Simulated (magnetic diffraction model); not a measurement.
## HoBPb2 below its ordering temperature

Space group P6_222 (no. 180), a = 6.2370 Å, c = 9.2430 Å.

| site | atom | x | y | z |
| --- | --- | --- | --- | --- |
| 6j | Pb | 0.3159 | 0.1580 | 1/6 |
| 3d | Ho | 0 | 1/2 | 1/6 |
| 3c | B | 0 | 1/2 | 2/3 |

This is a made-up structure (elements placed in a structure type, unrelaxed), so the numbers test the method and describe no known phase.

Only Ho is taken to order (form factors of Ho3+); orders and moment sizes are assumed, and not adapted to the symmetry. Radiation: neutrons of λ = 1.8 Å (absorption by B left out), 5° to 50°; isotropic B of 0.07 Å² (Pb), 0.12 Å² (Ho) and 0.16 Å² (B). Simulated constant-wavelength pattern: nuclear and magnetic terms add, the magnetic one as |2.695 fm × Σ f S⊥ exp(2πi Q·r) exp(−B s²)|², summed over all Q at one angle with the factor 1/(sin²θ cos θ). For collinear order S is the moment m, which repeats by lattice and centring translations R with the sign exp(−2πi k·R). Free-ion form factors, Sears's scattering lengths of 1992, no absorption; a label names one of the reflections at its angle. The strongest nuclear line in the range is 100, and lines under 0.2 are left out.

Above the ordering temperature:

| 2θ (°) | index | I |
| --- | --- | --- |
| 22.25 | (1 0 1) | 11.8 |
| 29.70 | (1 0 2) | 3.4 |
| 33.55 | (1 1 0) | 17.4 |
| 33.97 | (0 0 3) | 23.7 |
| 35.47 | (1 1 1) | 57.7 |
| 38.93 | (2 0 0) | 1.9 |
| 39.30 | (1 0 3) | 2.8 |
| 40.63 | (2 0 1) | 0.7 |
| 40.75 | (1 1 2) | 100.0 |
| 45.41 | (2 0 2) | 0.5 |
| 48.49 | (1 1 3) | 8.0 |

Below it (cell unchanged):

```
2θ (°)      I
 11.18   47.1
 19.18   29.0
 22.25   36.0
 22.46   11.1
 29.70   21.2
 33.55   21.5
 33.97   24.8
 35.47   68.5
 38.93    3.1
 39.30   19.0
 40.63   10.3
 40.75  108.8
 45.41    9.1
 45.84    2.2
 48.49   15.1
```

**Question.** Find the propagation vector, then choose among these models:
A. collinear moments along [001], 5.8 μB on Ho; signs + at (0, 1/2, 1/6), − at (1/2, 0, 1/2), + at (1/2, 1/2, 5/6)
B. collinear moments along [120], 5.8 μB on Ho; signs + at (0, 1/2, 1/6), − at (1/2, 0, 1/2), − at (1/2, 1/2, 5/6)
C. collinear moments along [120], 5.8 μB on Ho; signs + at (0, 1/2, 1/6), − at (1/2, 0, 1/2), + at (1/2, 1/2, 5/6)
D. collinear moments along [001], 5.8 μB on Ho; signs + at (0, 1/2, 1/6), − at (1/2, 0, 1/2), − at (1/2, 1/2, 5/6)

No line moves, and magnetic intensity falls on nuclear lines such as the one at 22.25°; new lines at (0 0 1), (1 0 0) and (0 0 2) have whole indices that obey the lattice centring, at places with no nuclear intensity to speak of, so the magnetic cell equals the chemical primitive cell: k = 0.

Magnetic intensity, observed (below minus above) and for each model:

| 2θ (°) | index | observed | A | B | C | D |
| --- | --- | --- | --- | --- | --- | --- |
| 11.18 | (0 0 1) | 47.1 | <0.2 | 47.1 | 47.1 | <0.2 |
| 19.18 | (1 0 0) | 29.0 | 42.5 | 29.0 | 5.8 | 42.5 |
| 22.25 | (1 0 1) | 24.2 | 33.7 | 24.2 | 36.8 | 33.7 |
| 22.46 | (0 0 2) | 11.1 | <0.2 | 11.1 | 11.1 | <0.2 |
| 29.70 | (1 0 2) | 17.8 | 10.2 | 17.8 | 21.7 | 10.2 |
| 33.55 | (1 1 0) | 4.0 | 12.7 | 4.0 | 11.0 | 12.7 |
| 35.47 | (1 1 1) | 10.8 | 14.6 | 10.8 | 5.3 | 14.6 |
| 39.30 | (1 0 3) | 16.3 | 4.3 | 16.3 | 13.9 | 4.3 |

Model B matches.

The structure used: k = (0 0 0), collinear moments along [120], 5.8 μB on Ho; signs + at (0, 1/2, 1/6), − at (1/2, 0, 1/2), − at (1/2, 1/2, 5/6).

[Logs are printed without paths, hosts, clocks, repeated set-up lines and the standing remarks that a program may print on its own settings, such as how far it seeks lower states.]
